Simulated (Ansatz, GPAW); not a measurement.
## Cl/Pd(110): work function by functional and basis

Wanted: work functions and dipole of Cl/Pd(110), with the cost of each level.

Main program and level: GPAW 26.7.0 and Ansatz 0.2.0; Ansatz plane waves; slab in vacuum with a dipole correction, relaxation; PAW set soft_1, in the first sound run; inputs show where later runs differ.

## Step 1: The starting structure

The cell holds 6 atoms: 5 Pd and 1 Cl. Cell: a = 3.890 Å, b = 2.751 Å, c = 23.120 Å, α = 90.0°, β = 90.0°, γ = 90.0°. Vacuum lies along c.

## Step 2: Relaxing the atoms

The atoms are relaxed first, since the surface dipole, and with it the work function, follows the positions of the outer layers. The lowest 3 atoms are held at bulk positions and keep their forces.

Input file input.yaml:

```yaml
crystal:
  lattice:
    - [3.89, 0.0, 0.0]
    - [0.0, 2.7506453788, 0.0]
    - [0.0, 0.0, 23.1200573406]
  atoms:
    - { symbol: Pd, position: [0.0, 0.0, 0.3460199031] }
    - { symbol: Pd, position: [0.5, 0.5, 0.405506031] }
    - { symbol: Pd, position: [0.0, 0.0, 0.464992159] }
    - { symbol: Pd, position: [0.5, 0.5, 0.524478287] }
    - { symbol: Pd, position: [0.0, 0.0, 0.5839644149] }
    - { symbol: Cl, position: [0.5, 0.0, 0.6539800969] }
kpoints:
  mp_grid: { grid: [8, 11, 1] }
hamiltonian:
  xc: pbe
  pseudopotentials: { kind: paw, azcp: { folder: soft_1 } }
scf:
  occupations: { method: fermi_dirac, width: 0.1 }
efield:
  axis: 3
  dipole_correction: true
  ramp_width: 0.05
relax:
  f_tol: 0.02
  max_steps: 60
  constraints: [{ sites: [0, 1, 2] }]
output:
  write_potential: true
  write_density: true
  volumetric_format: npy
```

On the command line:

```
$ ansatz run input.yaml --threads 4 --pin off --max-ram 8192MiB --backend cpu --events-out ev --progress --plain --runs-dir out
```

Numbers of over 12 decimals in the logs are rounded to 6 here.

Output:

```text
Engine: ansatz 0.2.0, aarch64-unknown-linux-gnu
Pseudopotentials: kind: paw
Pseudopotential: Pd, paw, valence charge 18, recommended cutoff 420 eV (normal), soft_1/Pd.paw.azcp
Pseudopotential: Cl, paw, valence charge 7, recommended cutoff 420 eV (normal), soft_1/Cl.paw.azcp
Functional definition: PBE
  parameter kappa = 0.804
  parameter beta = 0.066725
  exchange = pbe_x(kappa = kappa, mu = beta*pi^2/3)
  correlation = pbe_c(beta = beta)
Crystal: 6 atoms, lattice volume = 247.385 Å³
Basis set: ecut = 420 eV, 4861 PW (Γ), exchange–correlation on 54×40×320 points (8 copies of the dense FFT grid, shifted against one another)
Bands: 59, of which v1, the nominal top of the filled ones, is band 49 counted from 1 (48 counted from 0)
Symmetry: 4 space group operations
Space group: Pmm2 (ITA 25), of the structure as read, at distance tolerance 6.3e-5 Å
k-points: 30 of 88
Non-local potential: Pd, projectors of the file, l = 0: 2, l = 1: 2, l = 2: 2, l = 3: 1
Non-local potential: Cl, projectors of the file, l = 0: 2, l = 1: 2, l = 2: 1
PAW form: soft (Blöchl's): semilocal exchange-correlation on the pseudo side does not see the compensation charge
PAW one-centre angular grid: Pd, 590 points (default); XC on 64 Gauss nodes
PAW one-centre angular grid: Cl, 110 points (default); XC on 64 Gauss nodes
Initial density: superposition of atomic densities (neutral atoms: chi_scale 0, normalization atom)
Initial wavefunctions: pseudopotential atomic-orbital guess
Functional: x = pbe(κ = 0.804, μ = 0.219515), c = pbe(β = 0.066725)
SCF iter   1: F=—  HF=-35949.345756 eV  |F-HF|=—  |Δ(HF+E_count)|=         —  Δρ=9.53e-2  dr2=3.63e1  ethr=3.10e-3  p=-0.000 e·Å  D=-3.14e-7 V/Å  ΔV_dip=0.00 eV  dr2_dipole=7.55e-1  V_vac-E_F(+/−)=2.67/2.67 eV  ⟨swp⟩=8.1  Hψ=7529  notcnv=0  defer=16
efield: sawtooth ramp at fractional position 0.9750 (placed from the atoms, in the widest stretch of the axis that holds none; the zero of the levels goes with the place), width 0.0500; the density the first Hamiltonian is built on has a dipole p = -0.000 e·Å; the dipole correction subtracts the counter field D = -3.14e-7 V/Å, which shifts the + side's vacuum level by +0.00 eV against the − side's; the planar-averaged density in the ramp window peaks in size at 7.3e-7 e/Å³
preconditioner: auto → LDOS  [metal: Δε(μ)=0.024 eV  Ē_g=6.930 eV  σ=0.100 eV  W_gap=0.06  n_scr=48 (ndim 8)  ℏωp=17.8 eV  f_vac=0.583  D(μ)=9.82/eV (n_scr^D=70)  β→1.0]
SCF iter   2: F=—  HF=-35949.103492 eV  |F-HF|=—  |Δ(HF+E_count)|=   2.42e-1  Δρ=1.04e-1  dr2=2.81e1  ethr=3.10e-3  p=-0.049 e·Å  D=-3.62e-2 V/Å  ΔV_dip=0.84 eV  dr2_dipole=2.17e0  V_vac-E_F(+/−)=4.81/3.98 eV  ⟨swp⟩=4.0  Hψ=4973  notcnv=0  defer=42
SCF iter   3: F=—  HF=-35943.172178 eV  |F-HF|=—  |Δ(HF+E_count)|=    5.93e0  Δρ=1.57e-2  dr2=3.57e0  ethr=3.10e-3  p=-0.006 e·Å  D=-4.39e-3 V/Å  ΔV_dip=0.10 eV  dr2_dipole=7.20e-1  V_vac-E_F(+/−)=4.61/4.50 eV  ⟨swp⟩=3.2  Hψ=4623  notcnv=0  defer=82
SCF iter   4: F=—  HF=-35943.052700 eV  |F-HF|=—  |Δ(HF+E_count)|=   1.19e-1  Δρ=1.69e-2  dr2=1.09e0  ethr=3.10e-3  p=-0.054 e·Å  D=-3.92e-2 V/Å  ΔV_dip=0.91 eV  dr2_dipole=1.91e-2  V_vac-E_F(+/−)=5.48/4.57 eV  ⟨swp⟩=3.1  Hψ=2574  notcnv=0  defer=80
SCF iter   5: F=—  HF=-35942.916697 eV  |F-HF|=—  |Δ(HF+E_count)|=   1.36e-1  Δρ=8.50e-3  dr2=1.44e0  ethr=1.12e-3  p=-0.067 e·Å  D=-4.92e-2 V/Å  ΔV_dip=1.14 eV  dr2_dipole=5.54e-1  V_vac-E_F(+/−)=5.90/4.76 eV  ⟨swp⟩=2.3  Hψ=2736  notcnv=0  defer=79
SCF iter   6: F=—  HF=-35942.918243 eV  |F-HF|=—  |Δ(HF+E_count)|=   1.55e-3  Δρ=5.67e-3  dr2=4.36e-1  ethr=1.12e-3  p=-0.051 e·Å  D=-3.72e-2 V/Å  ΔV_dip=0.86 eV  dr2_dipole=1.20e-1  V_vac-E_F(+/−)=5.70/4.84 eV  ⟨swp⟩=2.1  Hψ=2049  notcnv=0  defer=76
SCF iter   7: F=—  HF=-35942.905192 eV  |F-HF|=—  |Δ(HF+E_count)|=   1.31e-2  Δρ=4.25e-3  dr2=2.99e-1  ethr=4.50e-4  p=-0.050 e·Å  D=-3.69e-2 V/Å  ΔV_dip=0.85 eV  dr2_dipole=1.10e-1  V_vac-E_F(+/−)=5.76/4.91 eV  ⟨swp⟩=1.5  Hψ=1852  notcnv=0  defer=76
SCF iter   8: F=—  HF=-35942.893384 eV  |F-HF|=—  |Δ(HF+E_count)|=   1.18e-2  Δρ=1.84e-3  dr2=7.32e-2  ethr=3.08e-4  p=-0.064 e·Å  D=-4.66e-2 V/Å  ΔV_dip=1.08 eV  dr2_dipole=2.69e-2  V_vac-E_F(+/−)=5.98/4.90 eV  ⟨swp⟩=1.9  Hψ=1916  notcnv=0  defer=76
SCF iter   9: F=—  HF=-35942.891996 eV  |F-HF|=—  |Δ(HF+E_count)|=   1.39e-3  Δρ=8.75e-4  dr2=2.17e-2  ethr=7.54e-5  p=-0.063 e·Å  D=-4.58e-2 V/Å  ΔV_dip=1.06 eV  dr2_dipole=8.35e-3  V_vac-E_F(+/−)=5.96/4.90 eV  ⟨swp⟩=1.8  Hψ=2093  notcnv=0  defer=72
SCF iter  10: F=—  HF=-35942.891301 eV  |F-HF|=—  |Δ(HF+E_count)|=   6.96e-4  Δρ=1.44e-4  dr2=1.87e-4  ethr=2.24e-5  p=-0.061 e·Å  D=-4.45e-2 V/Å  ΔV_dip=1.03 eV  dr2_dipole=3.58e-5  V_vac-E_F(+/−)=5.94/4.91 eV  ⟨swp⟩=1.8  Hψ=1999  notcnv=0  defer=72
SCF iter  11: F=—  HF=-35942.891314 eV  |F-HF|=—  |Δ(HF+E_count)|=   1.37e-5  Δρ=5.88e-5  dr2=2.23e-5  ethr=1.93e-7  p=-0.061 e·Å  D=-4.43e-2 V/Å  ΔV_dip=1.02 eV  dr2_dipole=4.92e-6  V_vac-E_F(+/−)=5.93/4.91 eV  ⟨swp⟩=2.0  Hψ=2561  notcnv=0  defer=72
SCF iter  12: F=-35942.891312 eV  HF=-35942.891316 eV  |F-HF|=3.90e-6  |Δ(HF+E_count)|=   2.05e-6  Δρ=2.64e-5  dr2=4.72e-6  ethr=1.03e-8  p=-0.060 e·Å  D=-4.42e-2 V/Å  ΔV_dip=1.02 eV  dr2_dipole=4.08e-7  V_vac-E_F(+/−)=5.93/4.91 eV  ⟨swp⟩=12.3  Hψ=14991  notcnv=0
SCF 1 converged in 12 iterations: F = -35942.891312 eV  dr2 = 4.72e-6
  greatest PAW one-centre occupation: 0.999 electrons in one spin orbital (limit 2), on the Pd atom at site 0 (counted from 0), in its partial waves of l = 0
relax step   1: F+E_penalty+E_count = -35942.89131240 eV  Δ(F+E_penalty+E_count) = +0.000e0 eV  max|allowed force component| = 7.792e-1 eV/Å  Δτ_max = 0.0000 Å  (12 SCF iters, dr2 threshold 1.00e-5 eV, accepted)
Initial density: handed on by an earlier stage of this run
Initial wavefunctions: those handed on with the density
iter 1 solved again at ethr=5.22e-4 eV; its pass at ethr=3.10e-3 eV (dr2=5.07e-1 eV) is discarded
SCF iter   1: F=—  HF=-35942.987735 eV  |F-HF|=—  |Δ(HF+E_count)|=         —  Δρ=1.15e-2  dr2=4.77e-1  ethr=5.22e-4  p=-0.060 e·Å  D=-4.42e-2 V/Å  ΔV_dip=1.02 eV  dr2_dipole=6.79e-2  V_vac-E_F(+/−)=5.94/4.92 eV  ⟨swp⟩=1.3  Hψ=7054  notcnv=0  defer=69
efield: sawtooth ramp at fractional position 0.9750 (handed on by an earlier solve), width 0.0500; the density the first Hamiltonian is built on has a dipole p = -0.060 e·Å; the dipole correction subtracts the counter field D = -4.42e-2 V/Å, which shifts the + side's vacuum level by +1.02 eV against the − side's; the planar-averaged density in the ramp window peaks in size at 1.9e-6 e/Å³
[...]
SCF iter   1: F=—  HF=-35942.959810 eV  |F-HF|=—  |Δ(HF+E_count)|=         —  Δρ=5.14e-3  dr2=4.38e-1  ethr=1.24e-3  p=-0.058 e·Å  D=-4.22e-2 V/Å  ΔV_dip=0.98 eV  dr2_dipole=1.62e-1  V_vac-E_F(+/−)=5.84/4.86 eV  ⟨swp⟩=4.8  Hψ=4074  notcnv=0  defer=76
efield: sawtooth ramp at fractional position 0.9750 (handed on by an earlier solve), width 0.0500; the density the first Hamiltonian is built on has a dipole p = -0.058 e·Å; the dipole correction subtracts the counter field D = -4.22e-2 V/Å, which shifts the + side's vacuum level by +0.98 eV against the − side's; the planar-averaged density in the ramp window peaks in size at 2.1e-6 e/Å³
preconditioner: auto → LDOS  [metal: Δε(μ)=0.009 eV  Ē_g=7.616 eV  σ=0.100 eV  W_gap=0.02  n_scr=48 (ndim 8)  ℏωp=17.8 eV  f_vac=0.579  D(μ)=10.49/eV (n_scr^D=76)  β→1.0]
SCF iter   2: F=—  HF=-35942.952901 eV  |F-HF|=—  |Δ(HF+E_count)|=   6.91e-3  Δρ=1.54e-3  dr2=1.42e-2  ethr=4.52e-4  p=-0.049 e·Å  D=-3.56e-2 V/Å  ΔV_dip=0.82 eV  dr2_dipole=1.72e-3  V_vac-E_F(+/−)=5.72/4.90 eV  ⟨swp⟩=1.7  Hψ=2295  notcnv=0  defer=80
SCF iter   3: F=—  HF=-35942.952422 eV  |F-HF|=—  |Δ(HF+E_count)|=   4.80e-4  Δρ=1.38e-3  dr2=6.44e-3  ethr=1.46e-5  p=-0.049 e·Å  D=-3.57e-2 V/Å  ΔV_dip=0.83 eV  dr2_dipole=4.75e-5  V_vac-E_F(+/−)=5.72/4.89 eV  ⟨swp⟩=2.7  Hψ=3509  notcnv=0  defer=80
SCF iter   4: F=—  HF=-35942.950698 eV  |F-HF|=—  |Δ(HF+E_count)|=   1.72e-3  Δρ=2.77e-4  dr2=4.60e-4  ethr=6.64e-6  p=-0.049 e·Å  D=-3.56e-2 V/Å  ΔV_dip=0.82 eV  dr2_dipole=3.37e-7  V_vac-E_F(+/−)=5.72/4.90 eV  ⟨swp⟩=2.3  Hψ=2802  notcnv=0  defer=80
SCF iter   5: F=—  HF=-35942.950714 eV  |F-HF|=—  |Δ(HF+E_count)|=   1.59e-5  Δρ=1.54e-4  dr2=1.24e-4  ethr=4.74e-7  p=-0.049 e·Å  D=-3.55e-2 V/Å  ΔV_dip=0.82 eV  dr2_dipole=1.30e-6  V_vac-E_F(+/−)=5.72/4.89 eV  ⟨swp⟩=2.0  Hψ=2523  notcnv=0  defer=76
SCF iter   6: F=—  HF=-35942.950725 eV  |F-HF|=—  |Δ(HF+E_count)|=   1.19e-5  Δρ=6.68e-5  dr2=2.80e-5  ethr=1.28e-7  p=-0.049 e·Å  D=-3.56e-2 V/Å  ΔV_dip=0.82 eV  dr2_dipole=2.77e-6  V_vac-E_F(+/−)=5.72/4.89 eV  ⟨swp⟩=1.3  Hψ=1831  notcnv=0  defer=76
SCF iter   7: F=-35942.950726 eV  HF=-35942.950725 eV  |F-HF|=1.71e-7  |Δ(HF+E_count)|=   3.66e-8  Δρ=1.77e-5  dr2=9.30e-7  ethr=3.20e-9  p=-0.049 e·Å  D=-3.56e-2 V/Å  ΔV_dip=0.82 eV  dr2_dipole=6.35e-9  V_vac-E_F(+/−)=5.72/4.89 eV  ⟨swp⟩=11.2  Hψ=15377  notcnv=0
SCF 3 converged in 7 iterations: F = -35942.950726 eV  dr2 = 9.30e-7
relax step   3: F+E_penalty+E_count = -35942.95072565 eV  Δ(F+E_penalty+E_count) = -8.247e-3 eV  max|allowed force component| = 8.458e-2 eV/Å  Δτ_max = 0.1164 Å  (7 SCF iters, dr2 threshold 3.10e-6 eV, accepted)
[...]
relax step   4: F+E_penalty+E_count = -35942.95201328 eV  Δ(F+E_penalty+E_count) = -1.288e-3 eV  max|allowed force component| = 3.590e-3 eV/Å  Δτ_max = 0.0239 Å  (7 SCF iters, dr2 threshold 5.85e-7 eV, accepted)
iter 1 solved again at ethr=1.87e-10 eV; its pass at ethr=3.10e-3 eV (dr2=1.81e-7 eV) is discarded
SCF iter   1: F=—  HF=-35942.951988 eV  |F-HF|=—  |Δ(HF+E_count)|=         —  Δρ=7.34e-6  dr2=1.81e-7  ethr=1.87e-10  p=-0.051 e·Å  D=-3.73e-2 V/Å  ΔV_dip=0.86 eV  dr2_dipole=3.21e-10  V_vac-E_F(+/−)=5.75/4.89 eV  ⟨swp⟩=1.0  Hψ=4320  notcnv=0  defer=76
efield: sawtooth ramp at fractional position 0.9750 (handed on by an earlier solve), width 0.0500; the density the first Hamiltonian is built on has a dipole p = -0.051 e·Å; the dipole correction subtracts the counter field D = -3.73e-2 V/Å, which shifts the + side's vacuum level by +0.86 eV against the − side's; the planar-averaged density in the ramp window peaks in size at 2.2e-6 e/Å³
preconditioner: auto → LDOS  [metal: Δε(μ)=0.016 eV  Ē_g=7.622 eV  σ=0.100 eV  W_gap=0.04  n_scr=48 (ndim 8)  ℏωp=17.8 eV  f_vac=0.578  D(μ)=10.84/eV (n_scr^D=92)  β→1.0]
SCF iter   2: F=-35942.952013 eV  HF=-35942.952013 eV  |F-HF|=2.97e-8  |Δ(HF+E_count)|=   2.49e-5  Δρ=3.87e-6  dr2=8.07e-8  ethr=1.03e-10  p=-0.051 e·Å  D=-3.73e-2 V/Å  ΔV_dip=0.86 eV  dr2_dipole=2.33e-10  V_vac-E_F(+/−)=5.75/4.89 eV  ⟨swp⟩=8.3  Hψ=12957  notcnv=0
SCF 5 converged in 2 iterations: F = -35942.952013 eV  dr2 = 8.07e-8
relax step   5: F+E_penalty+E_count = -35942.95201338 eV  Δ(F+E_penalty+E_count) = -1.013e-7 eV  max|allowed force component| = 3.602e-3 eV/Å  Δτ_max = 0.0000 Å  (2 SCF iters, accepted)
NSCF: frozen V_eff on 30 k-points
the band table was solved once a step of the walk had ended and its energy, with any forces and stress, was formed, with the checks that follow a solve (9768 applications of the Hamiltonian). They found nothing against the state; the energy, forces and stress were not computed again (output.eigenvalues in the input reference)
WARN: The output density's exchange-correlation potential varies sharply where the density is thin. Do not read a vacuum level from v_tot or v_xc, or from such a field of the output density. On a cell that repeats whose density bears no net charge and no dipole along the vacuum's axis use v_es (v_loc + v_h of the components); under efield.dipole_correction with no amplitude use v_es + v_field, which holds any externa [...]
SCF converged after 2 iterations
Free energy (F): -35942.952013 eV
Harris-Foulkes:  -35942.952013 eV  (|F-HF|=2.97e-8)
Internal energy: -35942.604470 eV  (E = F + TS)
E sigma→0 (E₀):  -35942.778241 eV
Entropy (-TS):   -0.347544 eV (-57.924 meV/atom)
Fermi energy:    2.988925 eV
Dipole field:    D = -0.037251 V/Å  (p = -0.050927 e·Å, saw-weighted, corrected)
Work function:   Φ+ = 5.7533 eV   Φ− = 4.8920 eV
Levels:          The Fermi level and band energies are counted from a zero that moves with the ramp; work functions are not
--- Per-component energies (eV) ---
  E_band       = -2204.696407
  E_kinetic    = 2393.344811
  E_local      = -144629.729433  (includes V_loc(G=0)·N_el)
  E_nonlocal   = 1887.414815
  E_hartree    = 70635.732573
  E_xc         = -796.289555
  E_vxc        = -987.160798  (∫ρ·V_xc dr)
  E_paw        = -19714.883953  (= ΣΔE_a)
  E_vpaw       = -2138.412897  (= ΣTr[D̂ρ^β])
  E_aug_tail   = 0.001325  (compensation charges beyond the density's cutoff)
  E_efield     = 0.000949  (sawtooth field / dipole correction)
  E_vefield    = -1.620021  (∫n·V_field dr)
  E_ewald      = 54281.803997
  E_smearing   = -0.347544  (= −TS)
  E_closure    = 0.000000  (closes the sum)
  Σ components = -35942.952013   (vs F -35942.952013, Δ=0.00e0)
--- Forces (eV/Å), atoms counted from 1 ---
  atom   1  Pd     0.00000000     0.00000000     0.06737236
  atom   2  Pd     0.00000000    -0.00000000    -0.40157685
  atom   3  Pd     0.00000000     0.00000000     0.33433711
  atom   4  Pd     0.00000000    -0.00000000    -0.00287129
  atom   5  Pd    -0.00000000    -0.00000000     0.00360196
  atom   6  Cl    -0.00000000     0.00000000    -0.00087849
  max |Σ_I F_I| component: 1.52e-5 eV/Å
--- Band table (eV; the first three rows and the last of 30) ---
  k-point 0: bands = [... 45 lower, 2.5654, 2.6277, 2.7116, 3.0662, 3.1463, 3.3033, 3.9804, 6.1465, ... 6 higher]
  k-point 1: bands = [... 45 lower, 2.4299, 2.6883, 2.6959, 2.8961, 2.9155, 3.2538, 4.1411, 6.3337, ... 6 higher]
  k-point 2: bands = [... 45 lower, 2.2127, 2.4387, 2.6211, 2.8039, 3.0894, 3.2718, 4.5373, 6.8385, ... 6 higher]
  k-point 29: bands = [... 45 lower, 2.9080, 2.9755, 2.9835, 3.1364, 5.0356, 5.8376, 7.2220, 8.6887, ... 6 higher]
--- Relaxed structure (5 steps of the walk, 5 accepted, 0 SCFs on fresh bases) ---
  F+E_penalty+E_count = -35942.95201338 eV   max|allowed force component| = 3.602e-3 eV/Å
  atoms:
    - { symbol: Pd, position: [0.0, 0.0, 0.3460199031] }
    - { symbol: Pd, position: [0.5, 0.500000, 0.405506] }
    - { symbol: Pd, position: [0.0, 0.0, 0.464992] }
    - { symbol: Pd, position: [0.5, 0.500000, 0.527596] }
    - { symbol: Pd, position: [0, 0.0, 0.590819] }
    - { symbol: Cl, position: [0.5, 0, 0.655423] }
```

Elapsed: 40 s, on 4 threads of Arm Neoverse V2, shared host; peak memory 0.81 GiB.

This run has no spin polarisation although its electron count is odd.

Step by step:

| step | energy less that of the first step (eV) | largest force component (eV/Å) |
| --- | --- | --- |
| 1 | 0.0000 | 0.7792 |
| 2 | -0.0512 | 0.2227 |
| 3 | -0.0594 | 0.0846 |
| 4 | -0.0607 | 0.0036 |
| 5 | -0.0607 | 0.0036 |

Forces are held to the 4 operations that the run works with; a distortion that breaks them can't arise in this run.

The atoms that moved most (Å):

| atom | dx | dy | dz | length |
| --- | --- | --- | --- | --- |
| Pd5 | 0.000 | 0.000 | 0.158 | 0.158 |
| Pd4 | 0.000 | 0.000 | 0.072 | 0.072 |
| Cl6 | 0.000 | 0.000 | 0.033 | 0.033 |

The relaxed structure:

```cif
data_structure
_symmetry_space_group_name_H-M 'P 1'
_symmetry_Int_Tables_number 1
_cell_length_a 3.8900
_cell_length_b 2.7506
_cell_length_c 23.1201
_cell_angle_alpha 90.000
_cell_angle_beta 90.000
_cell_angle_gamma 90.000
_cell_volume 247.38
loop_
_atom_site_label
_atom_site_type_symbol
_atom_site_fract_x
_atom_site_fract_y
_atom_site_fract_z
_atom_site_occupancy
Pd1 Pd 0.00000 0.00000 0.34602 1
Pd2 Pd 0.50000 0.50000 0.40551 1
Pd3 Pd 0.00000 0.00000 0.46499 1
Pd4 Pd 0.50000 0.50000 0.52760 1
Pd5 Pd 0.00000 0.00000 0.59082 1
Cl6 Cl 0.50000 0.00000 0.65542 1
```

Numbers from this step:

```
free energy             : -35942.9520 eV
smearing term TS        : 0.3475 eV
symmetry operations     : 4
upper work function     : 5.753 eV
lower work function     : 4.892 eV
dipole along the normal : -0.05093 e·Å
dipole field            : -0.03725 V/Å
vacuum level above      : 8.742 eV
vacuum level below      : 7.881 eV
```

The electrostatic potential energy of an electron (with the applied field's), less the Fermi level, planar mean oscillates, so the rows of the table below give means over windows of 1.44 Å about each position, cut where the curve ends. Its maxima inside the range that stand out by 2 % of the span (Å: eV): 8.7: -7.02, 10.1: -7.39, 11.4: -6.12, 12.9: -6.02, 14.4: -3.53. Its minima: 8.1: -10.1, 9.4: -10.8, 10.7: -10.6, 12.1: -10.4, 13.6: -10.5, 15.0: -5.50.

Electrostatic potential energy of an electron (with the applied field's), less the Fermi level, planar mean against z; means over each step:

| z (Å) | electrostatic potential energy of an electron (with the applied field's), less the Fermi level, planar mean (eV) |
| --- | --- |
| 0.72 | 4.98 |
| 2.16 | 4.89 |
| 3.60 | 4.89 |
| 5.04 | 4.87 |
| 6.48 | 3.86 |
| 7.92 | -7.00 |
| 9.36 | -8.81 |
| 10.80 | -8.55 |
| 12.24 | -8.24 |
| 13.68 | -7.86 |
| 15.12 | -3.77 |
| 16.56 | 4.85 |
| 18.00 | 5.75 |
| 19.44 | 5.75 |
| 20.88 | 5.75 |
| 22.32 | 5.70 |

The valence density, planar mean oscillates, so the rows of the table below give means over windows of 1.44 Å about each position, cut where the curve ends. Its maxima inside the range that stand out by 2 % of the span (Å: e/Å³): 7.9: 1.63, 9.4: 1.69, 10.7: 1.67, 12.1: 1.66, 13.7: 1.64. Its minima: 8.7: 0.741, 10.1: 0.748, 11.4: 0.655, 12.9: 0.643.

The valence density, planar mean by z; means over each step:

| z (Å) | valence density, planar mean (e/Å³) |
| --- | --- |
| 3.60 | 1.9e-5 |
| 5.04 | 8.0e-4 |
| 6.48 | 0.0482 |
| 7.92 | 1.09 |
| 9.36 | 1.20 |
| 10.80 | 1.18 |
| 12.24 | 1.16 |
| 13.68 | 1.13 |
| 15.12 | 0.423 |
| 16.56 | 0.0534 |
| 18.00 | 4.3e-4 |
| 19.44 | 4.5e-6 |

The relaxation lowered the energy of the cell by 0.0607 eV.

[end of part 1 of 3]

[Logs are printed without paths, hosts, clocks, repeated set-up lines and the standing remarks that a program may print on its own settings, such as how far it seeks lower states.]

[Hosts, paths, dates, database ids (printed as entryN), source tags and the programs' standing remarks are cut or masked in the printed files.]
